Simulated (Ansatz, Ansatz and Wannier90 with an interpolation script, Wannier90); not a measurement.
# PbBrF (P4/nmm): quasiparticle bands by Wannier interpolation, part 3 of 4

G0W0 gives levels on a mesh alone; what do the bands of PbBrF (P4/nmm) look like between the points?

Ansatz 0.2.0; LDA, Wannier functions and G0W0, plane waves, PAW. Known limits of the many-body steps: not at the basis limit; no spin-orbit coupling; coarse k mesh.

So far. Step 2 (LDA bands): The gap is direct, at (0.000, 0.000, 0.500). Step 4 (Wannier functions by Wannier90 (Br:4p F:2p Pb:6p) on …): Near the gap the model misses directly solved bands by 0.7 meV r.m.s. and by 6 meV at most in the window tested. This tests the starting bands, not the corrections carried with them.

The database entry behind the starting cell is an old determination (1932), so it need not match the best structure at ambient conditions.

### Step 5. G0W0 at every point of the mesh: 4×4×2 mesh, 498 empty bands, screening to 140 eV

G0W0 replaces the xc potential by the self-energy, built once from these orbitals. Only a window of levels is corrected, while the sums run over the empty bands that the input names.

This step: G0W0 on LDA, plane waves, PAW.

The input, input.yaml:

```yaml
crystal:
  lattice:
    - [4.18, 0.0, 0.0]
    - [0.0, 4.18, 0.0]
    - [0.0, 0.0, 7.59]
  atoms:
    - { symbol: Pb, position: [0.0, 0.5, 0.195] }
    - { symbol: Pb, position: [0.5, 0.0, 0.805] }
    - { symbol: Br, position: [0.0, 0.5, 0.65] }
    - { symbol: Br, position: [0.5, 0.0, 0.35] }
    - { symbol: F, position: [0.5, 0.5, 0.0] }
    - { symbol: F, position: [0.0, 0.0, 0.0] }
kpoints:
  mp_grid: { grid: [4, 4, 2] }
hamiltonian:
  xc: lda
scf:
  occupations: { method: fixed }
gw:
  n_empty_bands: 498
  ecut_chi: 140.0
  qp_bands: [v12, c6]
  screening: { model: contour_deformation }
```

Started as:

```sh
$ ansatz run input.yaml --threads 8 --pin off --max-ram 18432MiB --backend cpu --events-out ev --progress --plain --runs-dir out
```

Numbers of over 12 decimals in the logs are rounded to 6 here.

What it wrote:

```text
[...]
Crystal: 6 atoms, lattice volume = 132.616 Å³
Basis set: ecut = 420 eV, 2577 PW (Γ)
Bands: 34, of which v1, the nominal top of the filled ones, is band 28 counted from 1 (27 counted from 0)
Symmetry: 16 space group operations
[...]
k-points: 12 of 32
[...]
SCF iter   1: F=—  HF=-30184.192559 eV  |F-HF|=—  |Δ(HF+E_count)|=         —  Δρ=1.30e-2  dr2=1.74e-1  ethr=1.77e-3  ⟨swp⟩=5.1  Hψ=1466  notcnv=0  defer=47
[...]
SCF iter   7: F=-30184.148144 eV  HF=-30184.148144 eV  |F-HF|=1.65e-8  |Δ(HF+E_count)|=   7.32e-8  Δρ=4.51e-6  dr2=2.50e-8  ethr=1.79e-10  ⟨swp⟩=8.8  Hψ=1693  notcnv=0
SCF 1 converged in 7 iterations: F = -30184.148144 eV  dr2 = 2.50e-8
[...]
G₀W₀ screening: q 1/12
[... further progress lines ...]
SCF converged after 7 iterations
Free energy (F): -30184.148144 eV
[...]
Internal energy: -30184.148144 eV  (E = F + TS)
E sigma→0 (E₀):  -30184.148144 eV
Fermi energy:    5.695166 eV
[...]
--- Band table (eV; the first three rows and the last of 12) ---
  k-point 0: bands = [... 24 lower, 4.1490, 4.7027, 4.7027, 5.3384, 9.1046, 10.0713, 11.4214, 11.4214, ... 2 higher]
  k-point 1: bands = [... 24 lower, 4.2459, 4.9160, 4.9160, 5.6952, 8.0682, 9.6804, 11.6205, 11.6205, ... 2 higher]
  k-point 2: bands = [... 24 lower, 4.5859, 4.8407, 5.1727, 5.4352, 9.5278, 10.2228, 10.3628, 10.6915, ... 2 higher]
  k-point 11: bands = [... 24 lower, 3.5642, 3.5642, 4.5647, 4.5647, 10.3023, 10.3023, 10.5214, 10.5214, ... 2 higher]
--- G₀W₀: contour deformation, 6 samples at zero and on the imaginary axis and 2 off it, 32 q-points, 498 empty bands' worth ---
  eigenvalues of the whole cell's RPA ε∞ on this k-mesh (on a slab, of 1 + 4πα/V) = 4.7406, 5.5788, 5.5788; static W/v taken at q = 0 is 0.189829
    ik  band        ε_KS         Σx   Σc(E_QP)       V_xc       Z   E_QP_lin       E_QP  E_QP is
     0    17      1.3683   -27.6608     6.3323   -20.5076  0.6805     0.5247     0.5474  root
     0    18      1.3683   -27.6608     6.3323   -20.5076  0.6805     0.5247     0.5474  root
     0    19      2.5077   -30.5976     6.6083   -23.1714  0.6958     1.6737     1.6898  root
     0    20      2.8111   -30.8330     6.5804   -23.4594  0.6988     2.0030     2.0179  root
     0    21      2.8111   -30.8330     6.5804   -23.4594  0.6988     2.0030     2.0179  root
     0    22      3.3385   -27.3982     4.9605   -21.7164  0.7237     2.6063     2.6172  root
     0    23      3.6926   -17.9468     2.7183   -14.4000  0.7354     2.8446     2.8641  root
     0    24      4.1490   -19.8831     2.9671   -16.0734  0.7399     3.2898     3.3063  root
     0    25      4.1490   -19.8831     2.9671   -16.0734  0.7399     3.2898     3.3063  root
     0    26      4.7027   -19.0151     2.4482   -15.7575  0.7524     3.8802     3.8932  root
     0    27      4.7027   -19.0151     2.4482   -15.7575  0.7524     3.8802     3.8932  root
     0    28      5.3384   -19.1606     2.0838   -16.2899  0.7634     4.5407     4.5515  root
     0    29      9.1046    -9.2560    -3.7924   -13.8037  0.8044     9.8670     9.8599  root
     0    30     10.0713    -9.0874    -3.9558   -13.8693  0.7957    10.9073    10.8974  root
[...]
11    30     10.3023   -10.5906    -3.8920   -15.2521  0.7913    11.0805    11.0718  root
    11    31     10.5214   -11.1753    -3.7321   -15.8259  0.7835    11.4541    11.4399  root
    11    32     10.5214   -11.1753    -3.7321   -15.8259  0.7835    11.4541    11.4399  root
    11    33     11.4602   -10.4537    -4.0242   -15.3767  0.7783    12.3734    12.3590  root
    11    34     11.4602   -10.4537    -4.0242   -15.3767  0.7783    12.3734    12.3590  root
```

Run time: 8.6 min. Hardware: 8 threads of Arm Neoverse N1, shared host; peak memory 3.7 GiB; 65 min of CPU time.

Numbers from this step:

```yaml
bands_summed: 526
rpa_eps_infinity_on_this_mesh_eigenvalues: 4.741, 5.579, 5.579
plane_waves_in_the_screening_matrix: 495
q_points_in_the_mesh: 32
g0w0_gap_on_the_mesh: 3.846 eV
k_of_the_valence_top: 0, 0, -0.5
k_of_the_conduction_bottom: 0, 0, -0.5
starting_gap_on_the_mesh: 2.373 eV
z_at_the_valence_top: 0.7650
z_at_the_conduction_bottom: 0.8151
least_direct_g0w0_gap_on_the_computed_points: 3.846 eV
```

The gap on the mesh goes from 2.37 eV to 3.85 eV, a correction of +1.47 eV. Between the two edge states, bare exchange in place of the xc potential would open the gap by 7.15 eV, and correlation takes back 5.67 eV.

### Step 6. Interpolating the corrections

A script adds the corrections, carried to the Wannier functions and back, to the LDA levels, along the path and on a 13×13×9 mesh.

```
G0W0 gap over the zone     : 3.846 eV
valence top at             : Z
conduction bottom at       : Z
starting gap over the zone : 2.373 eV
least direct G0W0 gap      : 3.846 eV
G0W0 gap on the mesh       : 3.846 eV
valence width, start       : 4.539 eV
valence width, G0W0        : 4.536 eV
gap by a rigid shift       : 3.846 eV
```

Levels solved directly plus the interpolated quasiparticle correction. Limits: finite bands, cutoff and mesh; no spin-orbit coupling; coarse k mesh. Quasiparticle bands along the path, in eV, zero at the valence-band top of each set:

```
    point  band 25  band 26  band 27  band 28  band 29  band 30
        Γ    -1.60    -1.02    -1.02    -0.36     4.95     5.99
  halfway    -1.06    -0.89    -0.52    -0.24     5.43     6.12
        X    -0.95    -0.95    -0.28    -0.28     5.25     5.25
  halfway    -1.00    -1.00    -0.94    -0.94     5.87     5.87
        M    -1.36    -1.36    -0.77    -0.77     5.69     5.69
  halfway    -1.21    -0.59    -0.57    -0.52     5.48     6.24
        Γ    -1.60    -1.02    -1.02    -0.36     4.95     5.99
  halfway    -1.72    -0.90    -0.90    -0.18     4.34     5.86
        Z    -1.47    -0.80    -0.80     0.00     3.85     5.61
  halfway    -1.34    -0.77    -0.46    -0.36     4.85     5.36
        R    -0.96    -0.96    -0.30    -0.30     5.03     5.03
  halfway    -1.25    -1.25    -0.78    -0.78     5.06     5.06
        A    -2.13    -2.13    -1.22    -1.22     6.16     6.16
  halfway    -1.38    -0.80    -0.64    -0.42     4.62     6.29
        Z    -1.47    -0.80    -0.80     0.00     3.85     5.61
jump to X    -0.95    -0.95    -0.28    -0.28     5.25     5.25
  halfway    -0.95    -0.95    -0.29    -0.29     5.15     5.15
        R    -0.96    -0.96    -0.30    -0.30     5.03     5.03
jump to M    -1.36    -1.36    -0.77    -0.77     5.69     5.69
  halfway    -1.62    -1.62    -0.98    -0.98     5.91     5.91
        A    -2.13    -2.13    -1.22    -1.22     6.16     6.16
```

The same for LDA:

```
point  band 25  band 26  band 27  band 28  band 29  band 30
    Γ    -1.55    -0.99    -0.99    -0.36     3.41     4.38
    X    -0.89    -0.89    -0.36    -0.36     3.72     3.72
    M    -1.34    -1.34    -0.75    -0.75     4.15     4.15
    Γ    -1.55    -0.99    -0.99    -0.36     3.41     4.38
    Z    -1.45    -0.78    -0.78     0.00     2.37     3.99
    R    -0.90    -0.90    -0.38    -0.38     3.51     3.51
    A    -2.13    -2.13    -1.13    -1.13     4.61     4.61
    Z    -1.45    -0.78    -0.78     0.00     2.37     3.99
    X    -0.89    -0.89    -0.36    -0.36     3.72     3.72
    R    -0.90    -0.90    -0.38    -0.38     3.51     3.51
    M    -1.34    -1.34    -0.75    -0.75     4.15     4.15
    A    -2.13    -2.13    -1.13    -1.13     4.61     4.61
```

Minima of the lowest conduction band, from levels solved directly at the displaced points, plus the interpolated correction; masses are left empty at degenerate points, on flat bands and where the interpolated correction rules the curvature; G0W0 masses are rough. Conduction valleys, by row:

```
point  k (reciprocal lattice)  valleys in the zone  G0W0 level above the valence top (eV)  LDA level above the valence top (eV)  G0W0 principal masses (m_e)  LDA principal masses (m_e)
    Z      0.000 0.000 -0.500                    1                                  3.846                                 2.373            0.285 0.439 0.439           0.302 0.451 0.451
    -      0.300 0.300 -0.500                    4                                  4.434                                 2.933            0.194 0.328 1.021           0.225 0.351 0.913
    -     -0.000 0.416 -0.500                    4                                  4.861                                 3.355            0.342 0.456 1.364           0.421 0.480 1.312
```

Second differences of levels solved directly at the displaced points, plus the interpolated correction, at the quasiparticle band edges; no spin-orbit coupling; left empty where the band is flat or the interpolated correction rules the curvature. Effective masses, by row:

```
 carrier  point  Cartesian direction  band  LDA mass (m_e)  G0W0 mass (m_e)
    hole      Z                  100    28           1.007            0.986
    hole      Z                  010    28           1.006            0.985
    hole      Z                  001    28           0.732            0.751
    hole      Z                  110    28           1.005            0.985
    hole      Z                  111    28           0.895            0.892
electron      Z                  100    29            0.45            0.438
electron      Z                  010    29            0.45            0.438
electron      Z                  001    29           0.302            0.285
electron      Z                  110    29            0.45            0.438
electron      Z                  111    29           0.387            0.371
```

The density of states has structure finer than the step of the table below, so its rows give means over 0.5 eV, whole bins alone (the curve runs from -6 to 6.3 eV). Peaks (eV: height): G0W0 -4.30: 7.61, -3.00: 8.92, -0.90: 7.92; LDA -4.30: 7.42, -2.90: 9.01, -0.90: 8.22, 5.70: 6.69.

Wannier model on a dense mesh, Gaussian width 0.15 eV. Limits: finite bands, cutoff and mesh; no spin-orbit coupling; coarse k mesh. The density of states by energy, zero at the valence-band top of each set; means over each step; values in states/eV/cell:

```
energy (eV)     G0W0      LDA
       -5.5        0        0
       -5.0   0.0119   0.0119
       -4.5     3.85     3.66
       -4.0     4.63     4.68
       -3.5     6.09     6.15
       -3.0     7.79     7.87
       -2.5     2.72     2.61
       -2.0     3.11     2.97
       -1.5     5.66     5.70
       -1.0     7.22     7.36
       -0.5     5.74     6.10
        0.0     1.17    0.880
        0.5   6.9e-4   3.3e-4
        1.0        0        0
        1.5        0        0
        2.0        0  0.00103
        2.5        0   0.0835
        3.0        0    0.593
        3.5  0.00150     2.38
        4.0   0.0846     3.20
        4.5    0.540     3.96
        5.0     2.12     4.82
        5.5     2.94     5.57
        6.0     3.36     3.24
```

Corrections by starting level (eV, on the run's own energy scale, so only their differences matter):

```
start  correction
-4.49       −0.80
-4.25       −0.81
-3.58       −0.82
-3.19       −0.82
-2.91       −0.78
-2.55       −0.75
-1.90       −0.79
-1.32       −0.84
-0.90       −0.84
-0.64       −0.79
-0.36       −0.79
 2.37       +0.69
 3.92       +0.77
 4.71       +0.85
 5.09       +0.84
 5.73       +0.88
 6.18       +0.94
```

### Step 7. LDA+SOC bands, for comparison

The many-body steps leave out spin-orbit coupling, so its effect is taken from a two-component run, with twice the bands.

This step: DFT, LDA with spin-orbit coupling, plane waves, PAW.

input.yaml, the sections that differ from step 5:

```yaml
kpoints:
  mp_grid: { grid: [4, 4, 2] }
  band_path:
    path:
      - [[0.0, 0.0, 0.0], [0.0, 0.5, 0.0], [0.5, 0.5, 0.0], [0.0, 0.0, 0.0], [0.0, 0.0, 0.5], [0.0, 0.5, 0.5], [0.5, 0.5, 0.5], [0.0, 0.0, 0.5]]
      - [[0.0, 0.5, 0.0], [0.0, 0.5, 0.5]]
      - [[0.5, 0.5, 0.0], [0.5, 0.5, 0.5]]
    npoints: 10
scf:
  occupations: { method: fermi_dirac, width: 0.02 }
  n_extra_bands: 12
magnetization:
  noncollinear: true
  spin_orbit: true
output:
  eigenvalues: true
  forces: true
  stress: true
# crystal, hamiltonian: as in step 5
# gw: removed
```

What it wrote:

```text
[...]
non-collinear run that drives no moment, with spin-orbit: no starting moment large enough to seed its density (crystal.atoms[].spin), no starting occupations that ask for one, no magnetisation constraint and no magnetic field, so the semilocal B_xc is pinned to zero
Crystal: 6 atoms, lattice volume = 132.616 Å³
Basis set: ecut = 420 eV, 2577 PW (Γ)
Bands: 68, of which v1, the nominal top of the filled ones, is band 56 counted from 1 (55 counted from 0)
Symmetry: 16 space group operations + 16 with time reversal
[...]
k-points: 12 of 32
Projection manifold: j_resolved (fully-relativistic pseudo-atomic orbitals)
[...]
SCF iter   1: F=—  HF=-30265.111473 eV  |F-HF|=—  |Δ(HF+E_count)|=         —  Δρ=1.62e-1  dr2=4.90e1  dr2_m=0.00e0 (ungated)  ethr=3.10e-3  |M|=0.00e0 ∫|m|=0.00e0 μB  |m|>n=0.0e0 m-floor=0.0e0 τ_xc=0.0e0  β_m=0.30  ⟨swp⟩=7.8  Hψ=2021  notcnv=0
[...]
spin=Noncollinear: Resta preconditioning applied to the charge; magnetization (m_x, m_y, m_z) channels mix plain (no charge-response kernel on spin).
SCF iter   2: F=—  HF=-30258.479692 eV  |F-HF|=—  |Δ(HF+E_count)|=    6.63e0  Δρ=3.61e-2  dr2=2.17e0  dr2_m=0.00e0 (ungated)  ethr=3.10e-3  |M|=0.00e0 ∫|m|=0.00e0 μB  |m|>n=0.0e0 m-floor=0.0e0 τ_xc=0.0e0  β_m=0.30  ⟨swp⟩=4.0  Hψ=1015  notcnv=0  defer=90
[...]
SCF iter   9: F=-30257.950849 eV  HF=-30257.950849 eV  |F-HF|=1.56e-8  |Δ(HF+E_count)|=   5.36e-8  Δρ=4.27e-6  dr2=2.74e-8  dr2_m=0.00e0 (ungated)  ethr=1.79e-10  |M|=0.00e0 ∫|m|=0.00e0 μB  |m|>n=0.0e0 m-floor=0.0e0 τ_xc=0.0e0  ⟨swp⟩=14.0  Hψ=2469  notcnv=0
SCF 1 converged in 9 iterations: F = -30257.950849 eV  dr2 = 2.74e-8
[...]
SCF converged after 9 iterations
Magnetization: |M| = 0.0000 μB,  M = (+0.0000, +0.0000, +0.0000) μB
Absolute magnetization: 0.0000 μB (∫|m|)
  site 0: m = (+0.0000, +0.0000, +0.0000) μB, |m| = 0.0000 μB  (R = 1.06 Å)
  site 1: m = (+0.0000, +0.0000, +0.0000) μB, |m| = 0.0000 μB  (R = 1.06 Å)
  site 2: m = (+0.0000, +0.0000, +0.0000) μB, |m| = 0.0000 μB  (R = 1.31 Å)
  site 3: m = (+0.0000, +0.0000, +0.0000) μB, |m| = 0.0000 μB  (R = 1.31 Å)
  site 4: m = (+0.0000, +0.0000, +0.0000) μB, |m| = 0.0000 μB  (R = 1.06 Å)
  site 5: m = (+0.0000, +0.0000, +0.0000) μB, |m| = 0.0000 μB  (R = 1.06 Å)
Free energy (F): -30257.950849 eV
[...]
Internal energy: -30257.950849 eV  (E = F + TS)
E sigma→0 (E₀):  -30257.950849 eV
Fermi energy:    6.748634 eV
[...]
--- Forces (eV/Å), atoms counted from 1 ---
  atom   1  Pb     0.00000000     0.00000000    -0.29768434
  atom   2  Pb     0.00000000     0.00000000     0.29768434
  atom   3  Br     0.00000000     0.00000000     0.02386399
  atom   4  Br     0.00000000     0.00000000    -0.02386399
  atom   5  F      0.00000000     0.00000000    -0.00000000
  atom   6  F      0.00000000     0.00000000     0.00000000
  max |Σ_I F_I| component: 5.55e-17 eV/Å
--- Stress (GPa, compression-positive) ---
       -3.947647       0.000000       0.000000
        0.000000      -3.947647       0.000000
        0.000000       0.000000      -3.400462
  P = ⅓ Tr σ = -3.7653 GPa (-37.653 kbar)
--- Band table (eV; the first three rows and the last of 12) ---
  k-point 0: bands = [... 52 lower, 4.8640, 4.8640, 5.3741, 5.3741, 8.7392, 8.7392, 9.2271, 9.2271, ... 8 higher]
  k-point 1: bands = [... 52 lower, 5.0538, 5.0538, 5.7157, 5.7157, 7.7816, 7.7816, 9.0794, 9.0794, ... 8 higher]
  k-point 2: bands = [... 52 lower, 5.1845, 5.1845, 5.4714, 5.4714, 8.7814, 8.7814, 9.3995, 9.3995, ... 8 higher]
  k-point 11: bands = [... 52 lower, 4.5470, 4.5470, 4.5470, 4.5470, 9.4801, 9.4801, 9.4801, 9.4801, ... 8 higher]
```

It took 38 s on 8 threads; peak memory 1.6 GiB.

This step gave:

| Property | Result |
| --- | --- |
| pressure | -3.765 GPa |
| filled bands | 56 |
| gap | 2.066 eV |
| valence top at | Z |
| conduction bottom at | Z |
| least direct gap | 2.066 eV |

The gap stands −0.31 eV against LDA.

The electronic bands at the labelled points (eV, zero at the top of the highest nominally filled band):

```
    point  band 53  band 54  band 55  band 56  band 57  band 58  band 59  band 60
        Γ    -0.85    -0.85    -0.34    -0.34     3.02     3.02     3.51     3.51
  halfway    -0.53    -0.53    -0.24    -0.24     3.07     3.07     3.68     3.68
        X    -0.37    -0.37    -0.37    -0.37     3.07     3.07     3.07     3.07
  halfway    -0.91    -0.91    -0.85    -0.85     3.21     3.21     3.91     3.91
        M    -0.78    -0.78    -0.78    -0.78     3.57     3.57     3.57     3.57
  halfway    -0.60    -0.60    -0.51    -0.51     3.19     3.19     3.66     3.66
        Γ    -0.85    -0.85    -0.34    -0.34     3.02     3.02     3.51     3.51
  halfway    -0.75    -0.75    -0.17    -0.17     2.50     2.50     3.50     3.50
        Z    -0.66    -0.66     0.00     0.00     2.07     2.07     3.36     3.36
  halfway    -0.47    -0.47    -0.32    -0.32     2.71     2.71     3.43     3.43
        R    -0.39    -0.39    -0.39    -0.39     2.91     2.91     2.91     2.91
  halfway    -0.88    -0.88    -0.71    -0.71     2.75     2.75     3.50     3.50
        A    -1.17    -1.17    -1.17    -1.17     3.76     3.76     3.76     3.76
  halfway    -0.64    -0.64    -0.49    -0.49     2.61     2.61     3.69     3.69
        Z    -0.66    -0.66     0.00     0.00     2.07     2.07     3.36     3.36
jump to X    -0.37    -0.37    -0.37    -0.37     3.07     3.07     3.07     3.07
  halfway    -0.38    -0.38    -0.38    -0.38     2.99     2.99     2.99     2.99
        R    -0.39    -0.39    -0.39    -0.39     2.91     2.91     2.91     2.91
jump to M    -0.78    -0.78    -0.78    -0.78     3.57     3.57     3.57     3.57
  halfway    -0.96    -0.96    -0.96    -0.96     3.68     3.68     3.68     3.68
        A    -1.17    -1.17    -1.17    -1.17     3.76     3.76     3.76     3.76
```

(Continued in part 4 of 4.)

[Paths, hosts, dates, memory and timing lines, banners, echoed tables and standing remarks are left out of the program output.]

[Logs are printed without paths, hosts, clocks, repeated set-up lines and the standing remarks that a program may print on its own settings, such as how far it seeks lower states.]

[Runs of the session that timed out or met a known fault of the program may be left out.]

[Hosts, paths, dates, database ids (printed as entryN), source tags and the programs' standing remarks are cut or masked in the printed files.]
